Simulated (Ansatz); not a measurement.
# Structural relaxation of amorphous carbon (146 atoms)

Aim: bring amorphous carbon (146 atoms) to a nearby minimum of the energy and see what moves.

Main program and level: Ansatz 0.2.0; Kohn-Sham DFT, PBE, PAW (set soft_2), plane waves.

## (1) The structure

The cell holds 146 atoms: 146 C. Its edges and angles: a = 9.671 Å, b = 9.671 Å, c = 9.671 Å, α = 90.0°, β = 90.0°, γ = 90.0°. 146 atoms (146 C) placed at random at 3.22 g/cm³, melted at 6000 K for 10 ps at fixed volume with the Tersoff potential (Tersoff, Phys. Rev. B 39, 5566 (1989)). Quenched from 6000 K to 500 K at 100 K/ps and fixed volume, annealed at 2100 K for 50 ps, held 5 ps.

Before any run, some limits are plain. The quench rate of 100 K/ps far exceeds what a furnace or splat quench reaches, so expect more defects and frozen-in strain than in a real sample. The starting topology of bonds comes from the classical model.

## (2) Single point at the start

The forces at the start show how far the geometry lies from a minimum of this functional.

The input, input.yaml:

```yaml
crystal:
  lattice:
    - [9.6713, 0.0, 0.0]
    - [0.0, 9.6713, 0.0]
    - [0.0, 0.0, 9.6713]
  atoms:
    - { symbol: C, position: [0.44338, 0.54395, 0.1102] }
    - { symbol: C, position: [0.81697, 0.3459, 0.60915] }
    - { symbol: C, position: [0.99477, 0.2459, 0.06052] }
    - { symbol: C, position: [0.95372, 0.39938, 0.09433] }
    [... 136 atom lines left out ...]
    - { symbol: C, position: [0.95561, 0.67722, 0.57732] }
    - { symbol: C, position: [0.35897, 0.27892, 0.12009] }
    - { symbol: C, position: [0.54744, 0.60782, 0.21371] }
    - { symbol: C, position: [0.61976, 0.20429, 0.48956] }
    - { symbol: C, position: [0.19051, 0.48656, 0.08301] }
    - { symbol: C, position: [0.74373, 0.46579, 0.39574] }
kpoints:
  mp_grid: { grid: [2, 2, 2] }
hamiltonian:
  xc: pbe
scf:
  occupations: { method: fermi_dirac, width: 0.025 }
output:
  forces: true
  stress: true
  populations: true
  dos:
    method: { smearing: { sigma: 0.15 } }
    de: 0.1
    projected: { site_lists: { C: [C] } }
  eigenvalues: true
```

Launch:

```console
> ansatz run input.yaml --threads 8 --pin off --max-ram 15872MiB --backend cpu --events-out ev --progress --plain --runs-dir out
```

Run time: 93 s. Hardware: 8 threads of Arm Neoverse V2, shared host; peak memory 12 GiB.

The program notes that it cut back its work space to fit the memory limit.

The run gave:

```
free energy                             : -36486.3650 eV
free energy per atom                    : -249.9066 eV/atom
SCF cycles                              : 10
pressure                                : 19.61 GPa
r.m.s. force component                  : 1.513 eV/Å
longest force                           : 5.851 eV/Å
Fermi energy                            : 12.48 eV
levels partly filled by over 2 per cent : 19
spilling of the projection              : 0.005968
```

The r.m.s. force component of 1.5 eV/Å and the pressure of 20 GPa set the starting point.

Neighbours are counted within 1.88 Å (C-C).

Length of the force by element and coordination:

| element | coordination | atoms | mean length of the force (eV/Å) | spread | least | most |
| --- | --- | --- | --- | --- | --- | --- |
| C | all | 146 | 2.40 | 1.04 | 0.430 | 5.85 |
| C | 3 | 98 | 2.47 | 1.09 | 0.430 | 5.85 |
| C | 4 | 48 | 2.26 | 0.922 | 0.481 | 4.25 |

## (3) Relaxation

With the cell held, the atoms are moved downhill towards a nearby minimum.

input.yaml, the sections that differ from step 2:

```yaml
output:
  forces: true
relax:
  f_tol: 0.03
  max_steps: 77
# crystal, kpoints, hamiltonian, scf: as in step 2
```

It took 12 min on 8 threads; peak memory 11 GiB; 1.6 h of CPU time.

The steps of the relaxation:

| step | energy less that of the first step (eV) | largest force component (eV/Å) |
| --- | --- | --- |
| 1 | 0.0000 | 4.5074 |
| 2 | -13.9724 | 2.8214 |
| 3 | -22.2677 | 2.4791 |
| 4 | -27.8154 | 4.8356 |
| 5 | -32.1714 | 2.7464 |
| 6 | -32.3598 | 4.8711 |
| 7 | -35.1208 | 1.9445 |
| 8 | -35.3144 | 3.0116 |
| 9 | -35.9244 | 1.8208 |
| 10 | -36.1997 | 0.5849 |
| 11 | -36.3137 | 0.3194 |
| 12 | -36.3880 | 0.3745 |
| 13 | -36.4286 | 0.3535 |
| 14 | -36.5258 | 0.3386 |
| 15 | -36.5624 | 0.2898 |
| 16 | -36.5874 | 0.2988 |
| 17 | -36.5931 | 0.3494 |
| 18 | -36.5990 | 0.0752 |
| 19 | -36.5998 | 0.0649 |
| 20 | -36.6008 | 0.0399 |
| 21 | -36.6018 | 0.0290 |

The atoms that moved most (Å):

| atom | dx | dy | dz | length |
| --- | --- | --- | --- | --- |
| C26 | 0.502 | -0.198 | 0.347 | 0.642 |
| C85 | 0.460 | 0.393 | -0.016 | 0.606 |
| C1 | 0.301 | -0.301 | 0.416 | 0.596 |
| C126 | 0.012 | -0.505 | 0.303 | 0.589 |
| C13 | 0.437 | 0.259 | -0.174 | 0.538 |
| C17 | -0.285 | -0.427 | 0.141 | 0.532 |
| C27 | -0.090 | 0.326 | -0.409 | 0.531 |
| C80 | -0.084 | 0.362 | -0.371 | 0.525 |

The relaxation changed the energy by -251 meV/atom, and atoms moved by 0.27 Å r.m.s., 0.64 Å at most.

## (4) Local order after relaxation

Bonds before and after, by the cutoffs listed below:

| pair | bonds before | bonds after | mean before (Å) | mean after (Å) | spread before (Å) | spread after (Å) |
| --- | --- | --- | --- | --- | --- | --- |
| C-C | 243 | 266 | 1.490 | 1.520 | 0.061 | 0.083 |

Density 3.22 g/cm³, 6.196 Å³ an atom.

Pair distribution function in bins of 0.1 Å:

| r (Å) | total |
| --- | --- |
| 1.25 | 0.00 |
| 1.35 | 0.74 |
| 1.45 | 2.57 |
| 1.55 | 3.65 |
| 1.65 | 0.68 |
| 1.75 | 0.20 |
| 1.85 | 0.00 |
| 1.95 | 0.00 |
| 2.05 | 0.05 |
| 2.15 | 0.13 |
| 2.25 | 0.72 |
| 2.35 | 1.19 |
| 2.45 | 2.28 |
| 2.55 | 1.99 |
| 2.65 | 1.62 |
| 2.75 | 1.29 |
| 2.85 | 0.93 |
| 2.95 | 1.02 |
| 3.05 | 0.88 |
| 3.15 | 0.84 |
| 3.25 | 0.73 |
| 3.35 | 0.82 |
| 3.45 | 0.79 |
| 3.55 | 0.89 |
| 3.65 | 1.22 |
| 3.75 | 1.10 |
| 3.85 | 1.15 |
| 3.95 | 0.88 |
| 4.05 | 0.87 |
| 4.15 | 0.82 |
| 4.25 | 0.95 |
| 4.35 | 0.98 |
| 4.45 | 0.91 |
| 4.55 | 1.13 |
| 4.65 | 1.07 |
| 4.75 | 1.01 |

Bonds by pair of elements; cutoffs follow the first minimum of g(r), held within bounds set by covalent radii, and pairs that aren't listed don't count as bonded:

| pair A-B | cutoff (Å) | bonds | mean length (Å) | spread (Å) | shortest (Å) | B about A | A about B |
| --- | --- | --- | --- | --- | --- | --- | --- |
| C-C | 1.93 | 266 | 1.52 | 0.083 | 1.32 | 3.64 | 3.64 |

How many atoms have how many bonded neighbours:

| element | mean | 3 | 4 |
| --- | --- | --- | --- |
| C | 3.64 | 52 | 94 |

Bond angles, per cent of each kind in bins of 5°:

| angle (°) | C-C-C |
| --- | --- |
| 55–60 | 0.3 |
| 60–65 | 0.0 |
| 65–70 | 0.1 |
| 70–75 | 0.0 |
| 75–80 | 0.1 |
| 80–85 | 0.4 |
| 85–90 | 1.7 |
| 90–95 | 4.4 |
| 95–100 | 7.1 |
| 100–105 | 12.1 |
| 105–110 | 18.5 |
| 110–115 | 19.0 |
| 115–120 | 15.7 |
| 120–125 | 11.0 |
| 125–130 | 5.0 |
| 130–135 | 2.8 |
| 135–140 | 1.5 |
| 140–145 | 0.3 |

Bond angles (no mean is given where the spread exceeds 20°):

| angle | count | mean (°) | spread (°) |
| --- | --- | --- | --- |
| C-C-C | 720 | 111 | 11.1 |

Bond length by coordination (bonds to H left out):

| element | coordination | atoms | mean bond length (Å) |
| --- | --- | --- | --- |
| C | 3 | 52 | 1.45 |
| C | 4 | 94 | 1.55 |

Rings of the network by King's shortest-path rule, up to 12 atoms, one path for each pair of neighbours; H, halogens, alkali and alkaline-earth atoms are left out, and the last column divides by all other atoms, bonded or not:

| ring size (atoms) | rings | per network atom |
| --- | --- | --- |
| 3 | 1 | 0.007 |
| 4 | 5 | 0.034 |
| 5 | 29 | 0.199 |
| 6 | 80 | 0.548 |
| 7 | 43 | 0.295 |
| 8 | 39 | 0.267 |
| 9 | 9 | 0.062 |
| 10 | 4 | 0.027 |

By these cutoffs 64 % of C atoms have 4 bonded neighbours. The C-C-C angle averages 111° with a spread of 11°. Read as hybridisation, 64 % of the carbon is sp3 and 36 % sp2. Bonds at C atoms with 3 neighbours average 1.45 Å, against 1.55 Å at those with 4. Rings of 6 atoms are the most common (38 % of those counted); sizes run from 3 to 10.

## (5) Single point at the relaxed geometry

One more single point at the end of the walk gives the fuller output and checks the residual forces.

The input, input.yaml:

```yaml
crystal:
  lattice:
    - [9.6713, 0.0, 0.0]
    - [0.0, 9.6713, 0.0]
    - [0.0, 0.0, 9.6713]
  atoms:
    - { symbol: C, position: [0.47454, 0.51279, 0.15322] }
    - { symbol: C, position: [0.81433, 0.33568, 0.61588] }
    - { symbol: C, position: [0.9969, 0.23783, 0.06695] }
    - { symbol: C, position: [0.95413, 0.39768, 0.09946] }
    [... 136 atom lines left out ...]
    - { symbol: C, position: [0.94357, 0.69989, 0.56451] }
    - { symbol: C, position: [0.34194, 0.28528, 0.10761] }
    - { symbol: C, position: [0.55037, 0.6232, 0.22012] }
    - { symbol: C, position: [0.61952, 0.22211, 0.47423] }
    - { symbol: C, position: [0.20331, 0.49357, 0.0889] }
    - { symbol: C, position: [0.73118, 0.4461, 0.42699] }
kpoints:
  mp_grid: { grid: [2, 2, 2] }
hamiltonian:
  xc: pbe
scf:
  occupations: { method: fermi_dirac, width: 0.025 }
output:
  forces: true
  stress: true
  populations: true
  dos:
    method: { smearing: { sigma: 0.1 } }
    de: 0.1
    projected: { site_lists: { C: [C] } }
  eigenvalues: true
  write_density: true
  write_potential: true
  volumetric_format: npy
  elf: true
```

The job ended after 1.8 min (8 threads; peak memory 12 GiB).

Read from the output:

| Property | Result |
| --- | --- |
| free energy | -36522.9667 eV |
| free energy per atom | -250.1573 eV/atom |
| SCF cycles | 12 |
| pressure | 14.96 GPa |
| r.m.s. force component | 0.00565 eV/Å |
| longest force | 0.03977 eV/Å |
| Fermi energy | 12.5 eV |
| levels partly filled by over 2 per cent | 12 |
| spilling of the projection | 0.005351 |

The mean of these charges, 0.021 e, is only the charge that the projection spills.

Löwdin charges by element and coordination (they lack the spilled electrons, 0.021 e an atom on average):

| element | coordination | atoms | mean charge (e) | spread | least | most |
| --- | --- | --- | --- | --- | --- | --- |
| C | all | 146 | 0.0214 | 0.0237 | -0.0803 | 0.0767 |
| C | 3 | 52 | 0.0093 | 0.0326 | -0.0803 | 0.0767 |
| C | 4 | 94 | 0.0281 | 0.0124 | 1.0e-4 | 0.0671 |

Density of states as counts of states in windows of 1 eV (from the Fermi level), total and the larger projections:

| from (eV) | to (eV) | total | C p | C s |
| --- | --- | --- | --- | --- |
| -14 | -13 | 22.3 | 13.3 | 8.9 |
| -13 | -12 | 25.3 | 16.6 | 8.5 |
| -12 | -11 | 26.8 | 19.3 | 7.4 |
| -11 | -10 | 30.0 | 23.5 | 6.3 |
| -10 | -9 | 34.1 | 28.3 | 5.6 |
| -9 | -8 | 37.9 | 32.9 | 4.9 |
| -8 | -7 | 42.8 | 38.3 | 4.3 |
| -7 | -6 | 46.8 | 43.1 | 3.6 |
| -6 | -5 | 47.4 | 44.4 | 2.9 |
| -5 | -4 | 44.4 | 42.0 | 2.3 |
| -4 | -3 | 34.7 | 33.0 | 1.6 |
| -3 | -2 | 23.8 | 22.5 | 1.2 |
| -2 | -1 | 14.8 | 13.9 | 0.8 |
| -1 | 0 | 12.6 | 11.6 | 0.8 |
| 0 | 1 | 11.5 | 10.5 | 0.8 |
| 1 | 2 | 14.4 | 12.6 | 1.4 |
| 2 | 3 | 19.4 | 16.7 | 1.9 |
| 3 | 4 | 15.8 | 12.0 | 2.8 |
| 4 | 5 | 26.9 | 18.7 | 6.0 |

Between -23 and -14 eV lie 140 more states.

The levels nearest the highest filled one (over half full), pooled over k-points and spins:

| level less the highest filled one (eV) | occupation |
| --- | --- |
| -0.0682 | 1.91 |
| -0.0407 | 1.75 |
| -0.0236 | 1.56 |
| -0.0076 | 1.30 |
| -0.0032 | 1.22 |
| 0 | 1.16 |
| 0.0318 | 0.559 |
| 0.0383 | 0.46 |
| 0.0835 | 0.094 |
| 0.0998 | 0.05 |
| 0.114 | 0.029 |
| 0.123 | 0.02 |

Löwdin charges run from -0.08 to +0.08 e, about a mean that is the spilled charge alone. Within 0.4 eV of the Fermi level the largest share is C p (92 % of the projected weight).

## (6) Summary of results

| Quantity | Value |
| --- | --- |
| energy change in the relaxation | -250.7 meV/atom |
| r.m.s. displacement | 0.265 Å |
| largest displacement | 0.642 Å |
| free energy per atom | -250.1573 eV/atom |
| pressure | 14.96 GPa |
| r.m.s. force component | 0.00565 eV/Å |
| wall time of the 3 DFT runs | 16 min |

What this shows: Relaxation lowers the energy by 251 meV/atom and moves atoms by 0.27 Å r.m.s.; the r.m.s. force component goes from 1.5 to 0.0056 eV/Å, the pressure goes from 20 to 15 GPa. By the final cutoffs 1 of 243 bonded pairs parted and 24 joined. From the first step to the last the energy fell by 36.602 eV, and the largest move was 0.64 Å (C26). The C-C bonds go from 1.490 Å (spread 0.061) to 1.520 Å (spread 0.083), and their number from 243 to 266. With the cutoffs above, 64 % of C atoms have 4 bonded neighbours. Read as hybridisation, 64 % of the carbon is sp3 and 36 % sp2. 12 levels are partly filled, by over 2 % (on the run's k-points): no clear gap opens at this level. Levels of broken or missing bonds inside a gap of the host would look the same.

**Limits.** The starting topology of bonds comes from the classical model; in DFT 1 of its 243 bonded pairs passed out of the cutoffs and 24 came within them. The stress is far from hydrostatic: its diagonal is 20.5, 19.6, 4.8 GPa, compression counted positive. The pressure of 15 GPa shows the cell to be compressed for this functional.

[Logs are printed without paths, hosts, clocks, repeated set-up lines and the standing remarks that a program may print on its own settings, such as how far it seeks lower states.]

[Hosts, paths, dates, database ids (printed as entryN), source tags and the programs' standing remarks are cut or masked in the printed files.]
